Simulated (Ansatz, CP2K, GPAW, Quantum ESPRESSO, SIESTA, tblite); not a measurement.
# Twisted graphene monolayer on bilayer, 77.90° (186 atoms) in CP2K, part 2 of 2

How do the settings of CP2K change the result for twisted graphene monolayer on bilayer, 77.90° (186 atoms)? A plane-wave run serves as the yardstick.

Program: CP2K 2026.2; the method stands at each step. Banners, paths, timers and routine set-up lines are dropped from the logs unmarked, and long logs keep their key lines alone; longer cuts are marked.

So far, r.m.s. force component (eV/Å): step 2 (PBE, DZVP-MOLOPT-SR, 450/50 Ry, diagonalisation) 1.89; step 3 (GFN1-xTB, diagonalisation) 1.79.

## Step 4: PBE, TZVP-MOLOPT, 450/50 Ry, diagonalisation

Method: Kohn-Sham DFT, PBE, GTH-PBE pseudopotentials, Gaussian and plane waves, TZVP-MOLOPT-GTH, diagonalisation.

Input file input.inp:

```
&GLOBAL
  PROJECT cell
  RUN_TYPE ENERGY_FORCE
  PRINT_LEVEL LOW
&END GLOBAL
&FORCE_EVAL
  METHOD QS
  &DFT
    BASIS_SET_FILE_NAME BASIS_MOLOPT
    POTENTIAL_FILE_NAME GTH_POTENTIALS
    &MGRID
      CUTOFF 450
      REL_CUTOFF 50
    &END MGRID
    &QS
      EPS_DEFAULT 1.0E-12
    &END QS
    &SCF
      SCF_GUESS ATOMIC
      EPS_SCF 5.0E-06
      MAX_SCF 200
      ADDED_MOS 83
      &DIAGONALIZATION
        ALGORITHM STANDARD
      &END DIAGONALIZATION
      &SMEAR ON
        METHOD FERMI_DIRAC
        ELECTRONIC_TEMPERATURE [K] 580
      &END SMEAR
      &MIXING
        METHOD BROYDEN_MIXING
        ALPHA 0.2
        NBROYDEN 12
        BETA 0.05
      &END MIXING
      &PRINT
        &RESTART OFF
        &END RESTART
      &END PRINT
    &END SCF
    &XC
      &XC_FUNCTIONAL PBE
      &END XC_FUNCTIONAL
    &END XC
    &PRINT
      &MULLIKEN ON
      &END MULLIKEN
      &HIRSHFELD ON
        SHAPE_FUNCTION DENSITY
      &END HIRSHFELD
      &MO ON
        EIGENVALUES T
        OCCUPATION_NUMBERS T
        MO_INDEX_RANGE 361 384
        &EACH
          QS_SCF 0
        &END EACH
        ADD_LAST NUMERIC
      &END MO
    &END PRINT
  &END DFT
  &SUBSYS
    &CELL
      A 13.69670 0.00000 0.00000
      B -6.84835 11.86169 0.00000
      C 0.00000 0.00000 20.69000
    &END CELL
    &COORD
      SCALED
      C 0.07488 0.11548 0.33685
      C 0.11515 0.04254 0.33622
      C 0.10925 0.31455 0.33624
      C 0.14746 0.23555 0.33634
      C 0.14220 0.50389 0.33532
      C 0.17673 0.42610 0.33521
      C 0.17336 0.69873 0.33914
      C 0.21266 0.62453 0.33723
      C 0.20412 0.89053 0.33869
      C 0.25264 0.82109 0.33676
      C 0.23285 0.08845 0.33571
      C 0.27480 0.00787 0.33569
      C 0.27001 0.28047 0.33466
      C 0.30830 0.20330 0.33410
      C 0.29500 0.47081 0.33612
      C 0.34444 0.40043 0.33607
      C 0.33509 0.66655 0.33721
      C 0.37902 0.59239 0.33621
      C 0.36550 0.85650 0.33892
      C 0.41164 0.78517 0.33376
[... 162 atom lines left out ...]
      C 0.04564 0.39398 0.66299
      C 0.01363 0.27939 0.66328
      C 0.08490 0.23963 0.66319
      C 0.04112 0.11984 0.66441
    &END COORD
    &KIND C
      BASIS_SET TZVP-MOLOPT-GTH-q4
      POTENTIAL GTH-PBE-q4
    &END KIND
  &END SUBSYS
  &PRINT
    &FORCES ON
    &END FORCES
  &END PRINT
&END FORCE_EVAL
```

Started as:

```bash
> OMP_NUM_THREADS=1 mpirun -np 4 cp2k.psmp -i input.inp > output.txt
```

Numbers of over 12 decimals in the logs are rounded to 6 here.

The log of the run:

```text
CP2K| version string:                                       CP2K version 2026.2
 CP2K| Input file name                                                 input.inp
 GLOBAL| Basis set file name                                        BASIS_MOLOPT
 GLOBAL| Potential file name                                      GTH_POTENTIALS
 GLOBAL| Run type                                                   ENERGY_FORCE
 GLOBAL| Total number of message passing processes                             4
 GLOBAL| Number of threads for this process                                    1
 TOTAL NUMBERS AND MAXIMUM NUMBERS
  Total number of            - Atomic kinds:                                   1
                             - Atoms:                                        186
[... lines left out ...]
                        Smear method:                                FERMI_DIRAC
[... lines left out ...]
 Number of electrons:                                                        744
[... lines left out ...]
  Step     Update method      Time    Convergence         Total energy    Change
[... lines left out ...]
  *** SCF run converged in    14 steps ***
[... lines left out ...]
  Fermi energy:                                                 0.018916
  Total energy:                                             -1059.115860
  Total energy (extrapolated to T->0):                      -1059.115860
[... lines left out ...]
 MO| E(Fermi):            0.018916 a.u.          0.514743 eV
[... lines left out ...]
       2     C        1          3.987833                              0.012167
       3     C        1          3.994643                              0.005357
[...]
185     C        1          4.000999                             -0.000999
     186     C        1          4.006318                             -0.006318
 # Total charge                            744.000000                  0.000000
 !-----------------------------------------------------------------------------!
 !-----------------------------------------------------------------------------!
                           Hirshfeld Charges
  #Atom  Element  Kind  Ref Charge     Population                    Net charge
      1       C      1       4.000          3.999                         0.001
      2       C      1       4.000          4.006                        -0.006
      3       C      1       4.000          4.001                        -0.001
[...]
185       C      1       4.000          4.001                        -0.001
    186       C      1       4.000          3.996                         0.004
  Total Charge                                                           -0.000
 !-----------------------------------------------------------------------------!
 ENERGY| Total FORCE_EVAL ( QS ) energy [hartree]          -1059.116022
 FORCES| Atomic forces [hartree/bohr]
 FORCES|   Atom     x               y               z               |f|
 FORCES|      1 -7.17201954E-02  3.44026170E-02 -3.80179330E-03   7.96352945E-02
 FORCES|      2  3.87131248E-02  1.76757059E-04  2.56569205E-04   3.87143785E-02
 FORCES|      3 -4.53531586E-02 -9.09930846E-02 -2.65108415E-03   1.01703877E-01
[...]
FORCES|    185  1.04077078E-01 -2.01012916E-02 -1.44534801E-03   1.06010326E-01
 FORCES|    186  1.00947149E-02 -6.68996904E-03 -9.38177384E-03   1.53191591E-02
 FORCES| Sum    -5.48673359E-05  2.65305686E-05 -1.66774390E-04
 FORCES| Total atomic force                                       1.77561237E-04
```

Elapsed: 29 min, on 4 MPI ranks of Arm Neoverse V1, shared host; peak memory 10 GiB.

Against the reference:

* r.m.s. force component: 1.872 eV/Å
* r.m.s. difference of force components: 13.9 meV/Å
* longest difference of force vectors: 53.02 meV/Å
* force difference over r.m.s. force: 0.7464 %
* slope of forces against the reference's: 1.005
* correlation of force components: 1

Against the first run (1.8 %), the force difference from the reference is 0.75 %, at 8.7 times the CPU time, with 3162 basis functions against 2418: the larger basis brings the forces nearer.

## Step 5: PBE, TZVP-UZH, 450/50 Ry, diagonalisation

Method: Kohn-Sham DFT, PBE, GTH-PBE pseudopotentials, Gaussian and plane waves, TZVP-MOLOPT (UZH set), diagonalisation.

input.inp: that of step 4 with these lines changed.

```diff
@@ -8,4 +8,4 @@
   &DFT
-    BASIS_SET_FILE_NAME BASIS_MOLOPT
-    POTENTIAL_FILE_NAME GTH_POTENTIALS
+    BASIS_SET_FILE_NAME BASIS_MOLOPT_UZH
+    POTENTIAL_FILE_NAME POTENTIAL_UZH
     &MGRID
@@ -68,3 +68,2 @@
     &COORD
-      SCALED
 [... 186 atom lines left out: the same atoms as in the first run ...]
@@ -72,3 +71,3 @@
     &KIND C
-      BASIS_SET TZVP-MOLOPT-GTH-q4
+      BASIS_SET TZVP-MOLOPT-PBE-GTH-q4
       POTENTIAL GTH-PBE-q4
```

The log of the run:

```text
CP2K| version string:                                       CP2K version 2026.2
 CP2K| Input file name                                                 input.inp
 GLOBAL| Basis set file name                                    BASIS_MOLOPT_UZH
 GLOBAL| Potential file name                                       POTENTIAL_UZH
 GLOBAL| Run type                                                   ENERGY_FORCE
 GLOBAL| Total number of message passing processes                             4
 GLOBAL| Number of threads for this process                                    1
[... lines left out ...]
                        Smear method:                                FERMI_DIRAC
[... lines left out ...]
 Number of electrons:                                                        744
[... lines left out ...]
  Step     Update method      Time    Convergence         Total energy    Change
[... lines left out ...]
  *** SCF run converged in    14 steps ***
[... lines left out ...]
  Fermi energy:                                                 0.020702
  Total energy:                                             -1058.764612
  Total energy (extrapolated to T->0):                      -1058.764612
[... lines left out ...]
 MO| E(Fermi):            0.020702 a.u.          0.563328 eV
[... lines left out ...]
                           Hirshfeld Charges
  #Atom  Element  Kind  Ref Charge     Population                    Net charge
      1       C      1       4.000          3.999                         0.001
      2       C      1       4.000          4.006                        -0.006
      3       C      1       4.000          4.001                        -0.001
[...]
185       C      1       4.000          4.001                        -0.001
    186       C      1       4.000          3.996                         0.004
  Total Charge                                                           -0.000
 !-----------------------------------------------------------------------------!
 ENERGY| Total FORCE_EVAL ( QS ) energy [hartree]          -1058.764749
 FORCES| Atomic forces [hartree/bohr]
 FORCES|   Atom     x               y               z               |f|
 FORCES|      1 -7.23162485E-02  3.46266690E-02 -3.99718268E-03   8.02784123E-02
 FORCES|      2  3.89747519E-02  1.54362205E-04  1.56784634E-04   3.89753729E-02
 FORCES|      3 -4.58347217E-02 -9.16792691E-02 -2.81727736E-03   1.02537053E-01
[...]
FORCES|    185  1.05054620E-01 -2.01924532E-02 -1.30258698E-03   1.06985537E-01
 FORCES|    186  9.99266157E-03 -6.64703782E-03 -9.24790130E-03   1.51512401E-02
 FORCES| Sum    -2.89725790E-05  9.39715534E-06 -1.69244440E-04
 FORCES| Total atomic force                                       1.71963361E-04
```

Run time: 4.9 min. Hardware: 4 MPI ranks; peak memory 9.7 GiB; 20 min of CPU time.

Numbers from this run, and their distance from the reference:

```yaml
r_m_s_force_component: 1.889 eV/Å
r_m_s_difference_of_force_components: 28.67 meV/Å
longest_difference_of_force_vectors: 113.7 meV/Å
force_difference_over_r_m_s_force: 1.539 %
slope_of_forces_against_the_reference_s: 1.014
correlation_of_force_components: 1
```

Against the first run (1.8 %), the force difference from the reference is 1.5 %, at 1.5 times the CPU time, with 3162 basis functions against 2418; this set comes with other potentials too, so the change isn't the basis's alone.

## Step 6: PBE, SZV-MOLOPT-SR, 450/50 Ry, diagonalisation

Method: Kohn-Sham DFT, PBE, GTH-PBE pseudopotentials, Gaussian and plane waves, SZV-MOLOPT-SR-GTH, diagonalisation.

input.inp: that of step 5 with these lines changed.

```diff
@@ -8,4 +8,4 @@
   &DFT
-    BASIS_SET_FILE_NAME BASIS_MOLOPT_UZH
-    POTENTIAL_FILE_NAME POTENTIAL_UZH
+    BASIS_SET_FILE_NAME BASIS_MOLOPT
+    POTENTIAL_FILE_NAME GTH_POTENTIALS
     &MGRID
@@ -71,3 +71,3 @@
     &KIND C
-      BASIS_SET TZVP-MOLOPT-PBE-GTH-q4
+      BASIS_SET SZV-MOLOPT-SR-GTH-q4
       POTENTIAL GTH-PBE-q4
```

Started as:

```bash
> OMP_NUM_THREADS=2 cp2k.psmp -i input.inp > output.txt
```

The log of the run:

```text
CP2K| version string:                                       CP2K version 2026.2
 CP2K| Input file name                                                 input.inp
 GLOBAL| Basis set file name                                        BASIS_MOLOPT
 GLOBAL| Potential file name                                      GTH_POTENTIALS
 GLOBAL| Run type                                                   ENERGY_FORCE
 GLOBAL| Total number of message passing processes                             1
 GLOBAL| Number of threads for this process                                    2
[... lines left out ...]
                        Smear method:                                FERMI_DIRAC
[... lines left out ...]
 Number of electrons:                                                        744
[... lines left out ...]
  Step     Update method      Time    Convergence         Total energy    Change
[... lines left out ...]
  *** SCF run converged in    12 steps ***
[... lines left out ...]
  Fermi energy:                                                 0.053103
  Total energy:                                             -1055.694081
  Total energy (extrapolated to T->0):                      -1055.694081
[... lines left out ...]
 MO| E(Fermi):            0.053103 a.u.          1.444997 eV
[... lines left out ...]
                           Hirshfeld Charges
  #Atom  Element  Kind  Ref Charge     Population                    Net charge
      1       C      1       4.000          4.000                         0.000
      2       C      1       4.000          4.005                        -0.005
      3       C      1       4.000          4.002                        -0.002
[...]
185       C      1       4.000          4.002                        -0.002
    186       C      1       4.000          3.996                         0.004
  Total Charge                                                           -0.000
 !-----------------------------------------------------------------------------!
 ENERGY| Total FORCE_EVAL ( QS ) energy [hartree]          -1055.693988
 FORCES| Atomic forces [hartree/bohr]
 FORCES|   Atom     x               y               z               |f|
 FORCES|      1 -8.85364746E-02  4.39051585E-02 -4.95920184E-03   9.89493000E-02
 FORCES|      2  4.63770119E-02 -2.89693824E-03  5.90965187E-04   4.64711601E-02
 FORCES|      3 -5.47134969E-02 -1.14892103E-01 -3.38228763E-03   1.27299654E-01
[...]
FORCES|    185  1.33030173E-01 -2.58006830E-02 -1.86004113E-03   1.35521814E-01
 FORCES|    186  1.29563642E-02 -5.50003348E-03 -1.14102030E-02   1.81193398E-02
 FORCES| Sum    -7.06984220E-05  1.04440588E-05 -3.45592937E-05
 FORCES| Total atomic force                                       7.93831848E-05
```

Elapsed: 3 min, on 2 threads; peak memory 6.6 GiB; 5.4 min of CPU time.

Numbers from this run, and their distance from the reference:

| Item | Value |
| --- | --- |
| r.m.s. force component | 2.349 eV/Å |
| r.m.s. difference of force components | 490.8 meV/Å |
| longest difference of force vectors | 2892 meV/Å |
| force difference over r.m.s. force | 26.35 % |
| slope of forces against the reference's | 1.261 |
| correlation of force components | 0.9995 |

This is a coarse setting, run to see what it loses.

Against the first run (1.8 %), the force difference from the reference is 26 %, at 0.41 times the CPU time (on 2 against 4 cores), with 744 basis functions against 2418: the smaller basis costs accuracy.

## Step 7: Another try, on a changed input

input.inp: that of step 6 with these lines changed.

```diff
@@ -19,5 +19,4 @@
       SCF_GUESS ATOMIC
-      EPS_SCF 5.0E-06
-      MAX_SCF 200
-      ADDED_MOS 83
+      EPS_SCF 1.0E-06
+      MAX_SCF 50
       &DIAGONALIZATION
@@ -31,5 +30,4 @@
         METHOD BROYDEN_MIXING
-        ALPHA 0.2
-        NBROYDEN 12
-        BETA 0.05
+        ALPHA 0.15
+        NBROYDEN 8
       &END MIXING
@@ -53,3 +51,3 @@
         OCCUPATION_NUMBERS T
-        MO_INDEX_RANGE 361 384
+        MO_INDEX_RANGE 361 372
         &EACH
@@ -68,2 +66,3 @@
     &COORD
+      SCALED
 [... 186 atom lines left out: the same atoms as in the first run ...]
@@ -71,3 +70,3 @@
     &KIND C
-      BASIS_SET SZV-MOLOPT-SR-GTH-q4
+      BASIS_SET DZVP-MOLOPT-SR-GTH-q4
       POTENTIAL GTH-PBE-q4
```

Started as:

```bash
> OMP_NUM_THREADS=1 mpirun -np 4 cp2k.psmp -i input.inp > output.txt
```

The log of the run:

```text
CP2K| version string:                                       CP2K version 2026.2
 CP2K| Input file name                                                 input.inp
 GLOBAL| Basis set file name                                        BASIS_MOLOPT
 GLOBAL| Potential file name                                      GTH_POTENTIALS
 GLOBAL| Run type                                                   ENERGY_FORCE
 GLOBAL| Total number of message passing processes                             4
 GLOBAL| Number of threads for this process                                    1
 *   ___                                                                       *
 *  /   \                                                                      *
 * [ABORT]                                                                     *
 *  \___/             Extra MOs (ADDED_MOS) are required for smearing          *
 *    |                                                                        *
 *  O/|                                                                        *
 * /| |                                                                        *
```

Run time: 0.74 s. Hardware: 4 MPI ranks; peak memory 0.81 GiB.

The program stopped at the start. The fault in the input: smearing without added orbitals (added orbitals 0).

## Step 8: The ladder

Differences are against the plane-wave reference, forces as r.m.s. over components; share is that over the reference's r.m.s. force, slope the least-squares factor from reference forces to these. Total energies of different programs have different zeros and aren't compared.

| run | Δ force, r.m.s. (meV/Å) | share (%) | slope | cores | CPU time | memory (GiB) |
| --- | --- | --- | --- | --- | --- | --- |
| reference | - | - | - | 4 | 7.3 min | 4.5 |
| CP2K PBE, DZVP-MOLOPT-SR, 450/50 Ry, diagonalisation | 34.2 | 1.84 | 1.016 | 4 | 13 min | 8.8 |
| CP2K GFN1-xTB, diagonalisation | 119 | 6.40 | 0.960 | 2 | 12 s | 0.3 |
| CP2K PBE, TZVP-MOLOPT, 450/50 Ry, diagonalisation | 13.9 | 0.746 | 1.005 | 4 | 1.9 h | 10.0 |
| CP2K PBE, TZVP-UZH, 450/50 Ry, diagonalisation | 28.7 | 1.54 | 1.014 | 4 | 20 min | 9.7 |
| CP2K PBE, SZV-MOLOPT-SR, 450/50 Ry, diagonalisation (coarse) | 491 | 26.4 | 1.261 | 2 | 5.4 min | 6.6 |

Rows marked coarse were listed beforehand as settings not expected to be converged; some can still land near the reference.

CPU time is summed over cores on a shared host, where runs went side by side, so it is rough. Symmetry, cutoffs, thresholds, outputs and thread counts weren't matched or tuned between programs; memory under MPI is the largest rank's times the ranks.

## Step 9: Results

```
nearest in forces : CP2K PBE, TZVP-MOLOPT, 450/50 Ry, diagonalisation, 0.75 %
its CPU time      : 1.9 h
```

**Reading.** The PBE runs in local orbitals, coarse settings apart, differ by 0.75 % (CP2K PBE, TZVP-MOLOPT, 450/50 Ry, diagonalisation) to 1.8 % (CP2K PBE, DZVP-MOLOPT-SR, 450/50 Ry, diagonalisation); basis, grid and potentials can all enter. Tight binding differs by 6.4 % (CP2K GFN1-xTB, diagonalisation); it is another model, with fitted parameters of its own, and the xTB methods hold dispersion. Runs with settings chosen to be coarse differ by 26 % (CP2K PBE, SZV-MOLOPT-SR, 450/50 Ry, diagonalisation), their programs' other errors included. One electronic-structure run takes under half the reference's CPU time: CP2K GFN1-xTB, diagonalisation, at 6.4 % in 12 s against 7.3 min. CP2K PBE, SZV-MOLOPT-SR, 450/50 Ry, diagonalisation stiffens the forces by a factor of 1.26 while following their directions (correlation 1.000); the slopes of the 5 CP2K runs lie between 0.96 and 1.26. Periodic xTB results under one method name differ between programs and library versions. The reference's PBE has no dispersion term, which matters for the binding between molecules or layers. One k-point is far too coarse for the carbon or group-IV sheet, and it can put spurious forces of up to about 1 eV/Å on the sheet's atoms. The electronic-structure runs sample only Γ, in a cell whose shortest periodic width is 12 Å.

[Also dropped from logs without a mark: logging warnings of Python, and SIESTA's first energy breakdown and zero terms.]

[Logs are printed without paths, hosts, clocks, repeated set-up lines and the standing remarks that a program may print on its own settings, such as how far it seeks lower states.]

[Hosts, paths, dates, database ids (printed as entryN), source tags and the programs' standing remarks are cut or masked in the printed files.]
